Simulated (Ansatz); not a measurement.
## What SiGe (model cell, started as layered BN type) distorts into

Which phase does SiGe (model cell, started as layered BN type) fall into along its unstable mode, and how much energy does it gain?

Main program and level: Ansatz 0.2.0; DFT r2SCAN, scalar-relativistic, plane waves, PAW.

Most raw output is cut from this account.

The structure was built from a prototype and need not be the compound's stable phase.

In doubt: the program warns that the response may not be converged on this k-mesh (step 8), which bears on the force constants and all frequencies.

### Step 1. The structure

Symmetry: P6_3/mmc, No. 194, hexagonal system. The conventional cell has a = 4.217 Å, b = 4.217 Å, c = 5.416 Å, α = 90.00°, β = 90.00°, γ = 120.00°. Nearest to Ge lie 5 Si at 2.43 to 2.71 Å. Nearest to Si lie 5 Ge at 2.43 to 2.71 Å. Farther neighbours are not listed.

### Step 2. The dispersion

The cell comes from relaxations at this level that are not shown. The mesh has a single point along some directions, so zone-edge points there are not solved. Linear response on a 2×2×1 q mesh gives force constants as far as a supercell of that size would.

input.yaml

```yaml
crystal:
  lattice:
    - [4.217439219, -3.0808e-06, 0.0]
    - [-2.1087169415, 3.652411043, 0.0]
    - [0.0, 0.0, 5.4161343387]
  atoms:
    - { symbol: Ge, position: [0.3333333333, 0.6666666667, 0.25] }
    - { symbol: Ge, position: [0.6666666667, 0.3333333333, 0.75] }
    - { symbol: Si, position: [0.6666666667, 0.3333333333, 0.25] }
    - { symbol: Si, position: [0.3333333333, 0.6666666667, 0.75] }
kpoints:
  mp_grid: { grid: [12, 12, 8] }
hamiltonian:
  xc: r2scan
scf:
  occupations: { method: methfessel_paxton, width: 0.2 }
output:
  eigenvalues: true
phonons:
  method: dfpt
  qmesh: [2, 2, 1]
  temperatures: { t_max: 1000, t_step: 50 }
  qpath:
    path:
      - [[0.0, 0.0, 0.0], [0.5, 0.0, 0.0], [0.33333333, 0.33333333, 0.0], [0.0, 0.0, 0.0], [0.0, 0.0, 0.5], [0.5, 0.0, 0.5], [0.33333333, 0.33333333, 0.5], [0.0, 0.0, 0.5]]
      - [[0.5, 0.0, 0.5], [0.5, 0.0, 0.0]]
      - [[0.33333333, 0.33333333, 0.5], [0.33333333, 0.33333333, 0.0]]
    npoints: 10
```

The run is started by

```bash
$ ansatz run input.yaml --threads 4 --pin off --max-ram 7168MiB --backend cpu --events-out ev --progress --plain --runs-dir out
```

It took 10 min on 4 threads of Arm Neoverse V2, shared host; peak memory 3.4 GiB; 40 min of CPU time.

This step gave:

* volume per atom: 20.86 Å³
* gap on the k-mesh: 0 eV
* sum-rule residual before enforcement: 1.30e-4 eV/Å²
* point group: 6/mmm
* highest optical mode at the zone centre (no LO-TO term): 382.6 cm⁻¹
* lowest optical zone-centre mode: -109.7 cm⁻¹
* lowest mode on the q mesh (acoustic modes at Γ apart): -109.7 cm⁻¹
* highest frequency at a solved wavevector (no LO-TO term at Γ): 382.6 cm⁻¹

Frequencies (cm⁻¹) solved at each irreducible wavevector; negative means imaginary. Frequencies by wavevector, by row:

```
q in reciprocal lattice units  star  mode 1  mode 2  mode 3  mode 4  mode 10  mode 11  mode 12
                        0 0 0     1  -109.7   -29.2       0       0    358.8    382.6    382.6
                     0 -0.5 0     3   -98.3   -89.3    48.5    79.8    297.1    329.4      346
```

Symmetry leaves 2 wavevectors to solve. The lowest mode among them, the acoustic zeros apart, lies at Γ and is imaginary, 109.7i cm⁻¹, so the energy falls along it.

### Step 3. The mode frozen in, largest atomic shift 0 Å

The mode followed lies at Γ with frequency 109.7i cm⁻¹, the softest among the wavevectors solved. At small amplitude the distorted cell has space group no. 186 by a symmetry search on the positions. The undistorted cell that holds it gives the zero of energy on the same k mesh.

input.yaml, the sections that differ from step 2:

```yaml
output:
  forces: true
  stress: true
  eigenvalues: true
# crystal, kpoints, hamiltonian, scf: as in step 2
# phonons: removed
```

Wall time 4.6 s (4 threads); peak memory 0.65 GiB.

This step gave:

| Property | Result |
| --- | --- |
| pressure | 0.003540 GPa |
| energy from the undistorted cell | 0 meV/atom |

The run ends at a pressure of 0.00 GPa.

### Step 4. The mode frozen in, largest atomic shift 0.22 Å

The atoms are moved along the unstable eigenvector, the largest shift by 0.22 Å, with the cell fixed.

input.yaml, the sections that differ from step 3:

```yaml
crystal:
  lattice:
    - [4.217439219, -3.0808e-06, 0.0]
    - [-2.1087169415, 3.652411043, 0.0]
    - [0.0, 0.0, 5.4161343387]
  atoms:
    - { symbol: Ge, position: [0.3333333333, 0.6666666667, 0.2342930581] }
    - { symbol: Ge, position: [0.6666666667, 0.3333333333, 0.7342930581] }
    - { symbol: Si, position: [0.6666666667, 0.3333333333, 0.2906193765] }
    - { symbol: Si, position: [0.3333333333, 0.6666666667, 0.7906193765] }
# kpoints, hamiltonian, scf, output: as in step 3
```

The job ended after 8.1 s (4 threads; peak memory 0.57 GiB; 31 s of CPU time).

Numbers from this step:

| Quantity | Value |
| --- | --- |
| pressure | 1.567 GPa |
| energy from the undistorted cell | -7.625 meV/atom |

The energy, extrapolated to zero smearing, is -7.62 meV/atom against the undistorted cell.

The run ends at a pressure of 1.57 GPa, with forces up to 0.069 eV/Å.

### Step 5. Energy along the mode, all amplitudes (two of the runs are shown above)

An imaginary frequency means negative curvature, so the energy should fall and then rise again as anharmonic terms take over.

This step gave:

- depth at the lowest point sampled: 7.625 meV/atom
- largest atomic shift at that point: 0.22 Å

Table of energy from the parent by largest atomic shift:

| largest atomic shift (Å) | energy from the parent (meV/atom) |
| --- | --- |
| 0.000 | 0 |
| 0.040 | -0.646 |
| 0.080 | -2.68 |
| 0.140 | -7.34 |
| 0.220 | -7.62 |
| 0.320 | 16.0 |

Displacement at unit largest shift by atom:

```
atom  x (Å)  y (Å)  z (Å)  size
 Ge1   0.00   0.00  -0.39  0.39
 Ge2   0.00   0.00  -0.39  0.39
 Si3   0.00   0.00   1.00  1.00
 Si4   0.00   0.00   1.00  1.00
```

The lowest of the steps tried is at 0.22 Å, 7.62 meV/atom below the parent; the bottom of the well need not coincide with a step.

### Step 6. Relaxation from the frozen mode

Starting from the lowest point found, all atoms and the cell are let go, so that strain and other modes of the same symmetry can join in.

Edit input.yaml of step 4 so:

```diff
@@ -20 +20,6 @@
   eigenvalues: true
+relax:
+  adjacent_minimum: "off"
+  f_tol: 0.002
+  max_steps: 120
+  cell: { stress_tol: 0.03 }
```

It took 86 s on 4 threads; peak memory 0.63 GiB; 5.6 min of CPU time.

The steps of the relaxation:

```
step  energy less that of the first step (eV)  largest force component (eV/Å)  pressure (GPa)  volume (Å³)
   1                                   0.0000                          0.0691            1.57        83.43
   2                                  -0.4474                          0.9793           -0.30        85.51
   3                                  -1.1120                          0.7413           -0.74        86.31
   4                                  -1.5294                          1.0350            1.56        84.34
   5                                  -1.6432                          0.6280            1.93        83.55
   6                                  -1.6908                          0.0031            0.10        85.07
   7                                  -1.6908                          0.0007            0.00        85.17
  8*                                  -1.6930                          0.0009            0.03        85.17
   9                                  -1.6930                          0.0001            0.00        85.20
 10*                                  -1.6930                          0.0001            0.00        85.20
```

Relaxation steps marked * repeat the geometry before them on a plane-wave basis chosen anew for their cell, so energy and pressure can jump there.

Forces are held to the 12 operations that the run works with; a distortion that breaks them can't arise in this run.

| cell as run | before | after | change |
| --- | --- | --- | --- |
| a (Å) | 4.217 | 3.904 | -7.4 % |
| b (Å) | 4.217 | 3.904 | -7.4 % |
| c (Å) | 5.416 | 6.455 | +19.2 % |
| volume (Å³/atom) | 20.86 | 21.30 | +2.1 % |

The atoms that moved most (Å, as changes of fractional coordinates times the final cell):

| atom | dx | dy | dz | length |
| --- | --- | --- | --- | --- |
| Ge1 | 0.000 | 0.000 | -0.225 | 0.225 |
| Si4 | 0.000 | 0.000 | 0.225 | 0.225 |
| Si3 | 0.000 | 0.000 | 0.225 | 0.225 |
| Ge2 | 0.000 | 0.000 | -0.225 | 0.225 |

The relaxed structure:

```cif
data_structure
_symmetry_space_group_name_H-M 'P 1'
_symmetry_Int_Tables_number 1
_cell_length_a 3.9040
_cell_length_b 3.9040
_cell_length_c 6.4549
_cell_angle_alpha 90.000
_cell_angle_beta 90.000
_cell_angle_gamma 120.000
_cell_volume 85.20
loop_
_atom_site_label
_atom_site_type_symbol
_atom_site_fract_x
_atom_site_fract_y
_atom_site_fract_z
_atom_site_occupancy
Ge1 Ge 0.33333 0.66667 0.19942 1
Ge2 Ge 0.66667 0.33333 0.69942 1
Si3 Si 0.66667 0.33333 0.32549 1
Si4 Si 0.33333 0.66667 0.82549 1
```

This step gave:

* pressure: 0.001754 GPa
* volume per atom: 21.30 Å³
* gap on the k-mesh: 0.6625 eV

The distorted start has space group P6_3mc; the relaxation ends in P6_3mc.

### Step 7. The new phase in its own primitive cell

The relaxed structure is symmetrised, reduced to its primitive cell and relaxed tightly, as its phonons need.

input.yaml

```yaml
crystal:
  lattice:
    - [3.9039745402, 0.0, 0.0]
    - [-1.9519872701, 3.3809411275, 0.0]
    - [0.0, 0.0, 6.4549442134]
  atoms:
    - { symbol: Ge, position: [0.3333333333, 0.6666666667, 0.1994232617] }
    - { symbol: Ge, position: [0.6666666667, 0.3333333333, 0.6994232617] }
    - { symbol: Si, position: [0.6666666667, 0.3333333333, 0.3254891729] }
    - { symbol: Si, position: [0.3333333333, 0.6666666667, 0.8254891729] }
kpoints:
  mp_grid: { grid: [9, 9, 4] }
hamiltonian:
  xc: r2scan
scf:
  occupations: { method: fixed }
output:
  forces: true
  stress: true
  eigenvalues: true
relax:
  adjacent_minimum: "off"
  f_tol: 0.001
  max_steps: 60
  cell: { stress_tol: 0.01 }
```

Run time: 12 s. Hardware: 4 threads; peak memory 0.53 GiB; 47 s of CPU time.

Little changed from the start: no atom moved by 0.005 Å and no cell edge by 0.1 %.

Numbers from this step:

| Item | Value |
| --- | --- |
| pressure | -7.33e-4 GPa |
| gap on the k-mesh | 0.6948 eV |
| direct gap on mesh | 0.7860 eV |

The largest force component left is 0.89 meV/Å and the pressure is -0.001 GPa, within the tolerances set. The cell now holds 21.30 Å³/atom.

### Step 8. Modes of the new phase, k-mesh 9×9×4, occupations fixed

A relaxed structure may still be a saddle point, so its zone-centre modes are computed. The response to a homogeneous field gives the Born charges and the dielectric tensor.

input.yaml

```yaml
crystal:
  lattice:
    - [3.9043302955, 0.0, 0.0]
    - [-1.9521651478, 3.3812492207, 0.0]
    - [0.0, 0.0, 6.4534497456]
  atoms:
    - { symbol: Ge, position: [0.3333333333, 0.6666666667, 0.1994416919] }
    - { symbol: Ge, position: [0.6666666667, 0.3333333333, 0.6994416919] }
    - { symbol: Si, position: [0.6666666667, 0.3333333333, 0.3254707427] }
    - { symbol: Si, position: [0.3333333333, 0.6666666667, 0.8254707427] }
kpoints:
  mp_grid: { grid: [9, 9, 4] }
hamiltonian:
  xc: r2scan
scf:
  occupations: { method: fixed }
output:
  eigenvalues: true
phonons:
  method: dfpt
  dielectric: true
  rigid_motions: translations
```

Wall time 3 min (4 threads); peak memory 2.3 GiB; 12 min of CPU time.

This step gave:

* sum-rule residual before enforcement: 8.98e-5 eV/Å²
* miss of the charge sum rule: 0.006066 e
* estimated error of the dielectric tensor: 0.06882
* estimated error of the Born charges: 0.01737 e
* point group: 6mm
* highest optical mode at the zone centre (no LO-TO term): 412.6 cm⁻¹
* lowest optical zone-centre mode: 77.72 cm⁻¹
* mean high-frequency dielectric constant: 12.58
* largest Born charge (third of the trace): -0.1647 e
* mean static dielectric constant: 12.59
* top of the zone-centre spectrum with the field: 412.7 cm⁻¹

Patterns of degenerate modes are one choice out of their space. The modes at Γ (shares of kinetic energy by element, %):

```csv
mode,frequency (cm⁻¹),symmetry,Ge %,Si %
1,0.0,acoustic,72,28
2,0.0,acoustic,72,28
3,0.0,acoustic,72,28
4,77.7,E2,74,26
5,77.7,E2,74,26
6,237.4,B1,99,1
7,393.2,B1,1,99
8,399.3,E2,26,74
9,399.3,E2,26,74
10,412.2,E1,28,72
11,412.2,E1,28,72
12,412.6,A1,28,72
```

Displacements in mode 5 (77.7 cm⁻¹), the largest set to 1:
```
Ge1 -0.25  1.00  0.00
Ge2  0.25 -1.00  0.00
Si3 -0.24  0.94  0.00
Si4  0.24 -0.94  0.00
```

Displacements in mode 12 (412.6 cm⁻¹), the largest set to 1:
```
Ge1  0.00  0.00 -0.39
Ge2  0.00  0.00 -0.39
Si3  0.00  0.00  1.00
Si4  0.00  0.00  1.00
```

Optical modes at the zone centre, without and with the macroscopic field of the longitudinal modes; each column is sorted by frequency, so a row need not hold one and the same mode. Modes with and without the field, by row:

```csv
rank among optical modes,no field (cm⁻¹),"q along (1, 0, 0) (cm⁻¹)","q along (0, 0, 1) (cm⁻¹)"
1,77.7,77.7,77.7
2,77.7,77.7,77.7
3,237.4,237.4,237.4
4,393.2,393.2,393.2
5,399.3,399.3,399.3
6,399.3,399.3,399.3
7,412.2,412.2,412.2
8,412.2,412.4,412.2
9,412.6,412.6,412.7
```

Born charge (rows field, columns displacement) (e), principal values of the symmetric part by kind of site:

```csv
atom,atoms with these values,low,middle,high,mean
Ge1,2,-0.1743,-0.1599,-0.1599,-0.1647
Si3,2,0.1599,0.1599,0.1743,0.1647
```

In full for Si3:

```
0.1599 0.0000 0.0000
0.0000 0.1599 0.0000
0.0000 0.0000 0.1743
```

High-frequency dielectric tensor:

```
12.25  0.00  0.00
 0.00 12.25  0.00
 0.00  0.00 13.25
```

Static dielectric tensor (ions relaxed, fixed cell):

```
12.25  0.00  0.00
 0.00 12.25  0.00
 0.00  0.00 13.26
```

Transverse modes. Infrared lines, with heights relative to the strongest:

```csv
position (cm⁻¹),relative intensity
78,0.0
237,0.0
393,0.0
399,0.0
412,100
413,59
```

Before it was imposed, the acoustic sum rule was missed by 9.0e-5 eV/Å² and the charge sum rule by 0.0061 e. Small misses are needed for a sound result but don't prove that mesh and cutoff are converged. The lowest optical mode is real, 77.7 cm⁻¹.

The log warns of the k mesh: “the force constants stand on the 9×9×4 k-mesh, whose period is 8.29 times the interband length at k = (0.0000, 0.0000, 0.0000), direct gap 0.786 eV, under 14: take them and everything formed from them as unconverged”.

### Step 9. Summary of results

```yaml
unstable_mode_of_the_parent: q = (0, 0, 0), 110i cm⁻¹
depth_at_the_lowest_point_sampled: 7.62 meV/atom
largest_atomic_shift_at_that_point: 0.22 Å
space_group_reached_within_0p01_a: P6_3mc
energy_gained_over_the_parent_first_relaxation_on_the_mesh_of_the_frozen_mode: 431 meV/atom
volume_per_atom_phase_reached: 21.3 Å³
gap_on_the_k_mesh_phase_reached: 0.695 eV
lowest_optical_zone_centre_mode_phase_reached: 77.7 cm⁻¹
highest_optical_mode_at_the_zone_centre_no_lo_to_term_phase_reached: 413 cm⁻¹
```

What this shows: Along this mode the structure falls into P6_3mc, 431 meV/atom below the parent. At the parent's cell the well is 7.625 meV/atom deep on the steps tried, with its lowest point at a shift of 0.22 Å. Relaxing atoms and cell changes the gain by +423.56 meV/atom against the lowest step (energies at zero smearing). Most of the total comes from this relaxation. The new phase has no imaginary mode at the zone centre of its cell; other wavevectors were not checked. Of the 2 patterns followed to their end from this parent, this one reaches the lowest energy. Each path keeps the symmetry of its pattern, so a lower phase may lie along a pattern not tried. With the field response the log warns that the k mesh is coarse for the force constants too, so the frequencies may not be converged. The q mesh is too sparse to interpolate, so only the solved wavevectors are given. Where the functional closes the gap at Γ, the partly filled states at that one point of a Γ-centred mesh soften the zone-centre modes by up to a few per cent. With no gap, or one that is small against the smearing, the frequencies hang on the k mesh and the smearing, most of all near Kohn anomalies. A phonon run warned that its eigensolver left some bands unconverged in a pass. The starting cell was built on a prototype and not taken from a measurement, so the phase need not exist.

[Logs are printed without paths, hosts, clocks, repeated set-up lines and the standing remarks that a program may print on its own settings, such as how far it seeks lower states.]

[Hosts, paths, dates, database ids (printed as entryN), source tags and the programs' standing remarks are cut or masked in the printed files.]
